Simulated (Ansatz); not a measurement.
# What AgF (model cell, started as layered BN type) distorts into, part 3 of 3

Aim: this structure of AgF (model cell, started as layered BN type) is to be tested for unstable modes, and one is followed downhill.

Ansatz 0.2.0; DFT PBEsol, scalar-relativistic, plane waves, PAW.

So far. Step 4 (The mode frozen in, largest atomic shift 0.22 Å): The run ends at a pressure of -0.55 GPa, with forces up to 0.10 eV/Å. Step 5 (Energy along the mode, all amplitudes (two of the runs …): The lowest of the steps tried is at 0.22 Å, 1.67 meV/atom below the parent; the bottom of the well need not coincide with a step.

The structure was built from a prototype and need not be the compound's stable phase.

**7. The new phase in its own primitive cell**

The relaxed structure is symmetrised, reduced to its primitive cell and relaxed tightly, as its phonons need.

System of this step: AgF (model cell, started as layered BN type). The structure is orthorhombic, space group Cmcm (No. 63). The conventional cell has a = 4.675 Å, b = 4.995 Å, c = 4.813 Å, α = 90.00°, β = 90.00°, γ = 90.00°. Ag has 6 F at 2.34 to 2.53 Å nearest. F has 6 Ag at 2.34 to 2.53 Å nearest. Farther neighbours and most contacts between anions are not listed.

Contents of input.yaml:

```yaml
crystal:
  lattice:
    - [2.3373622308, -2.4974586399, 0.0]
    - [2.3373622308, 2.4974586399, 0.0]
    - [0.0, 0.0, 4.8134118193]
  atoms:
    - { symbol: Ag, position: [0.6721330573, 0.3278669427, 0.75] }
    - { symbol: Ag, position: [0.3278669427, 0.6721330573, 0.25] }
    - { symbol: F, position: [0.1687439822, 0.8312560178, 0.75] }
    - { symbol: F, position: [0.8312560178, 0.1687439822, 0.25] }
kpoints:
  mp_grid: { grid: [12, 12, 8] }
hamiltonian:
  xc: pbesol
scf:
  occupations: { method: methfessel_paxton, width: 0.15 }
output:
  forces: true
  stress: true
  eigenvalues: true
relax:
  adjacent_minimum: "off"
  f_tol: 0.001
  max_steps: 60
  cell: { stress_tol: 0.01 }
```

Run with:

```
> ansatz run input.yaml --threads 4 --pin off --max-ram 7168MiB --backend cpu --events-out ev --progress --plain --runs-dir out
```

Numbers of over 12 decimals in the logs are rounded to 6 here.

Log:

```text
[...]
Crystal: 4 atoms, lattice volume = 56.196 Å³
Basis set: ecut = 420 eV, 1107 PW (Γ), exchange–correlation on 48×48×72 points (8 copies of the dense FFT grid, shifted against one another)
Bands: 32, of which v1, the nominal top of the filled ones, is band 26 counted from 1 (25 counted from 0)
Symmetry: 8 space group operations
[...]
k-points: 215 of 1152
[...]
--- Relaxed structure (10 steps of the walk, 10 accepted, 2 SCFs on fresh bases) ---
[...]
cell:  # Å, volume = 56.2718 Å³
    - [2.349047, -2.483667, 0.0]
    - [2.349047, 2.483667, 0.0]
    - [0.0, 0.0, 4.822539]
  atoms:
    - { symbol: Ag, position: [0.673084, 0.326916, 0.750000] }
    - { symbol: Ag, position: [0.326916, 0.673084, 0.25] }
    - { symbol: F, position: [0.170033, 0.829967, 0.750000] }
    - { symbol: F, position: [0.829967, 0.170033, 0.25] }
[key lines of the parts left out:]
SCF converged after 5 iterations
Free energy (F): -16643.160170 eV
Fermi energy:    10.096106 eV
P = ⅓ Tr σ = 0.0031 GPa (0.031 kbar)
```

Wall time 45 s (4 threads of Arm Neoverse V2, shared host); peak memory 0.57 GiB; 2.9 min of CPU time.

The steps of the relaxation:

```
step  energy less that of the first step (eV)  largest force component (eV/Å)  pressure (GPa)  volume (Å³)
   1                                   0.0000                          0.0028            0.09        56.20
   2                                   0.0001                          0.0030            0.00        56.26
   3                                   0.0002                          0.0010           -0.05        56.30
   4                                   0.0002                          0.0021           -0.05        56.30
   5                                   0.0001                          0.0004           -0.02        56.28
   6                                   0.0000                          0.0010           -0.01        56.27
   7                                   0.0000                          0.0001            0.00        56.26
  8*                                  -0.0002                          0.0001            0.01        56.26
   9                                  -0.0002                          0.0020            0.01        56.27
  10                                  -0.0001                          0.0006           -0.03        56.29
  11                                  -0.0002                          0.0002            0.00        56.27
 12*                                  -0.0002                          0.0002            0.00        56.27
```

Relaxation steps marked * repeat the geometry before them on a plane-wave basis chosen anew for their cell, so energy and pressure can jump there.

The run keeps the 8 symmetry operations that it works with, so distortions that break them were not tested.

```
conventional cell, symmetrised  before  after  change
                         a (Å)   4.675  4.698  +0.5 %
                         b (Å)   4.995  4.967  -0.6 %
                         c (Å)   4.813  4.823  +0.2 %
              volume (Å³/atom)   14.05  14.07  +0.1 %
```

Final coordinates:

```cif
data_structure
_symmetry_space_group_name_H-M 'P 1'
_symmetry_Int_Tables_number 1
_cell_length_a 3.4186
_cell_length_b 3.4186
_cell_length_c 4.8225
_cell_angle_alpha 90.000
_cell_angle_beta 90.000
_cell_angle_gamma 93.191
_cell_volume 56.27
loop_
_atom_site_label
_atom_site_type_symbol
_atom_site_fract_x
_atom_site_fract_y
_atom_site_fract_z
_atom_site_occupancy
Ag1 Ag 0.67308 0.32692 0.75000 1
Ag2 Ag 0.32692 0.67308 0.25000 1
F3 F 0.17003 0.82997 0.75000 1
F4 F 0.82997 0.17003 0.25000 1
```

Numbers from this step:

```yaml
pressure: 0.003141 GPa
volume_per_atom: 14.07 Å³
```

The largest force component left is 0.17 meV/Å and the pressure is 0.003 GPa, within the tolerances set. The cell now holds 14.07 Å³/atom.

**8. Modes of the new phase**

A relaxed structure may still be a saddle point, so its zone-centre modes are computed. No field response is asked, since the mesh shows no gap.

input.yaml, the sections that differ from step 7:

```yaml
crystal:
  lattice:
    - [2.3490466672, -2.483667154, 0.0]
    - [2.3490466672, 2.483667154, 0.0]
    - [0.0, 0.0, 4.8225385915]
  atoms:
    - { symbol: Ag, position: [0.6730840184, 0.3269159816, 0.75] }
    - { symbol: Ag, position: [0.3269159816, 0.6730840184, 0.25] }
    - { symbol: F, position: [0.1700326416, 0.8299673584, 0.75] }
    - { symbol: F, position: [0.8299673584, 0.1700326416, 0.25] }
output:
  eigenvalues: true
phonons:
  method: dfpt
# kpoints, hamiltonian, scf: as in step 7
# relax: removed
```

Log:

```text
zone centre: on kpoints.mp_grid the ground state, and the responses unless they are solved on pairs of k-points, stand on 215 of the mesh's 1152 k-points, reduced under 4 symmetry operations, with k and −k counted as one. Each operation leaves every solved displacement unchanged or reverses it
[...]
Crystal: 4 atoms, lattice volume = 56.272 Å³
Basis set: ecut = 420 eV, 1099 PW (Γ), exchange–correlation on 48×48×72 points (8 copies of the dense FFT grid, shifted against one another)
Bands: 32, of which v1, the nominal top of the filled ones, is band 26 counted from 1 (25 counted from 0)
Symmetry: 8 space group operations
k-points: 215 of 1152 (irreducible under 4 space group operations, time reversal used)
[...]
SCF iter   1: F=—  HF=-16643.192938 eV  |F-HF|=—  |Δ(HF+E_count)|=         —  Δρ=1.76e-2  dr2=1.22e-1  ethr=1.77e-3  ⟨swp⟩=5.1  Hψ=23713  notcnv=0  defer=23
[...]
SCF iter  10: F=-16643.160170 eV  HF=-16643.160170 eV  |F-HF|=0.00e0  |Δ(HF+E_count)|=  3.27e-11  S|Δr|=    0.00e0  Δρ=1.31e-7  dr2=9.36e-12  ethr=1.00e-12  ⟨swp⟩=7.9  Hψ=33232  notcnv=0
SCF 1 converged in 10 iterations: F = -16643.160170 eV  dr2 = 9.36e-12
[...]
DFPT response loops at Γ: preconditioner auto → Kerker (q_TF=auto, 2.693 Å⁻¹) (partly filled bands, converged f_vac=0.010); β = 1.00, the filter's whole step (`scf.mixing.beta` (0.50) is not read by the response loops under this deck's `scf.mixing.preconditioner`; to damp them name `kerker` or `kerker_dos`, under which they read `scf.mixing.beta`, and type it under 1.00, their step now; both keys bind the ground state too); Broyden in place of MSR1
SCF converged after 10 iterations
[...]
Free energy (F): -16643.160170 eV
[...]
Internal energy: -16643.161612 eV  (E = F + TS)
E sigma→0 (E₀):  -16643.160530 eV
Entropy (-TS):   0.001442 eV (0.360 meV/atom)
Fermi energy:    10.096106 eV
[...]
--- Band table (eV; the first three rows and the last of 215) ---
  k-point 0: bands = [... 22 lower, 8.5062, 8.5932, 8.6824, 9.1934, 9.2525, 16.0834, 16.8586, 22.9224, ... 2 higher]
  k-point 1: bands = [... 22 lower, 8.5337, 8.6091, 8.7031, 9.1069, 9.4406, 15.2739, 17.7598, 22.9760, ... 2 higher]
  k-point 2: bands = [... 22 lower, 8.5859, 8.6351, 8.7395, 8.9032, 10.0524, 14.1994, 19.1138, 23.1370, ... 2 higher]
  k-point 214: bands = [... 22 lower, 8.7945, 8.7945, 9.1505, 9.1505, 15.8849, 15.8849, 18.2481, 18.2481, ... 2 higher]
--- Phonons (Γ-DFPT): 6 representative perturbations + reference, on 215 of 1152 k-points (Σ response iterations 21) ---
  k mesh reduced under 4 symmetry operations, with k and −k counted as one. Each operation leaves every solved displacement unchanged or reverses it
  ASR residual: 3.103e-5 → 0.000e0 eV/Å²; symmetrization residual: 7.684e-6 eV/Å²
  ASR residual per site (eV/Å²): 3.10e-5 3.10e-5 1.84e-5 1.84e-5
[...]
non-analytic LO–TO correction: not included (Born effective charges unavailable; polar crystals: no LO–TO splitting at Γ)
```

Elapsed: 62 s, on 4 threads; peak memory 1.2 GiB.

Numbers from this step:

* sum-rule residual before enforcement: 3.10e-5 eV/Å²
* point group: mmm
* highest optical mode at the zone centre (no LO-TO term): 258.5 cm⁻¹
* lowest optical zone-centre mode: -28.13 cm⁻¹

Patterns of degenerate modes are one choice out of their space. Modes at Γ, with each element's share of the kinetic energy (negative means imaginary):

```
mode  frequency (cm⁻¹)  symmetry  Ag %  F %
   1             -28.1       B1g    83   17
   2               0.0  acoustic    85   15
   3               0.0  acoustic    85   15
   4               0.0  acoustic    85   15
   5              64.3        Ag    91    9
   6              66.0       B3g    89   11
   7             120.8       B1u    15   85
   8             181.0       B2u    15   85
   9             202.8        Ag     9   91
  10             213.8       B3g    11   89
  11             252.1       B3u    15   85
  12             258.5       B1g    17   83
```

Displacements in mode 1 (-28.1 cm⁻¹), the largest set to 1:
```
Ag1 -0.91  0.00  0.00
Ag2  0.91  0.00  0.00
F3  -1.00  0.00  0.00
F4   1.00  0.00  0.00
```

Displacements in mode 7 (120.8 cm⁻¹), the largest set to 1:
```
Ag1  0.00  0.00 -0.18
Ag2  0.00  0.00 -0.18
F3   0.00  0.00  1.00
F4   0.00  0.00  1.00
```

Before it was imposed, the acoustic sum rule was missed by 3.1e-5 eV/Å². Small misses are needed for a sound result but don't prove that mesh and cutoff are converged. The lowest optical mode is imaginary, 28.1i cm⁻¹, so the energy falls along it.

**9. What came out**

| Item | Value |
| --- | --- |
| unstable mode of the parent | q = (0, -0.5, 0), 26i cm⁻¹ |
| depth at the lowest point sampled | 1.67 meV/atom |
| largest atomic shift at that point | 0.22 Å |
| space group reached (within 0.01 Å) | Cmcm |
| energy gained over the parent (first relaxation, on the mesh of the frozen mode) | 78.3 meV/atom |
| volume per atom, phase reached | 14.1 Å³ |
| lowest optical zone-centre mode, phase reached | -28.1 cm⁻¹ |
| highest optical mode at the zone centre (no LO-TO term), phase reached | 259 cm⁻¹ |

From this start the structure relaxes into Cmcm, 78.3 meV/atom below the parent. At the parent's cell the well is 1.669 meV/atom deep on the steps tried, with its lowest point at a shift of 0.22 Å. Relaxing atoms and cell changes the gain by +76.65 meV/atom against the lowest step (energies at zero smearing). Most of the total comes from this relaxation. The frozen pattern makes up only 0 % of the final shifts of the atoms, so other modes or strain give most of the change. The cell went back to the size of the parent's, so the frozen mode vanished in the relaxation, and the gain comes from strain and zone-centre shifts. The new phase still has an imaginary mode at the zone centre of its cell, so it is a saddle point on the way to a lower structure. Of the 2 patterns followed to their end from this parent, this one ends 20.1 meV/atom above the lowest, Pnma. Each path keeps the symmetry of its pattern, so a lower phase may lie along a pattern not tried. The q mesh stands for a supercell only 8.2 Å across, so branches between the solved wavevectors are rough. With no gap, or one that is small against the smearing, the frequencies hang on the k mesh and the smearing, most of all near Kohn anomalies. A semilocal functional can close a gap that the real compound would have, so the metallic treatment may be an artefact of the level. The starting cell was built on a prototype and not taken from a measurement, so the phase need not exist.

[Logs are printed without paths, hosts, clocks, repeated set-up lines and the standing remarks that a program may print on its own settings, such as how far it seeks lower states.]

[Hosts, paths, dates, database ids (printed as entryN), source tags and the programs' standing remarks are cut or masked in the printed files.]
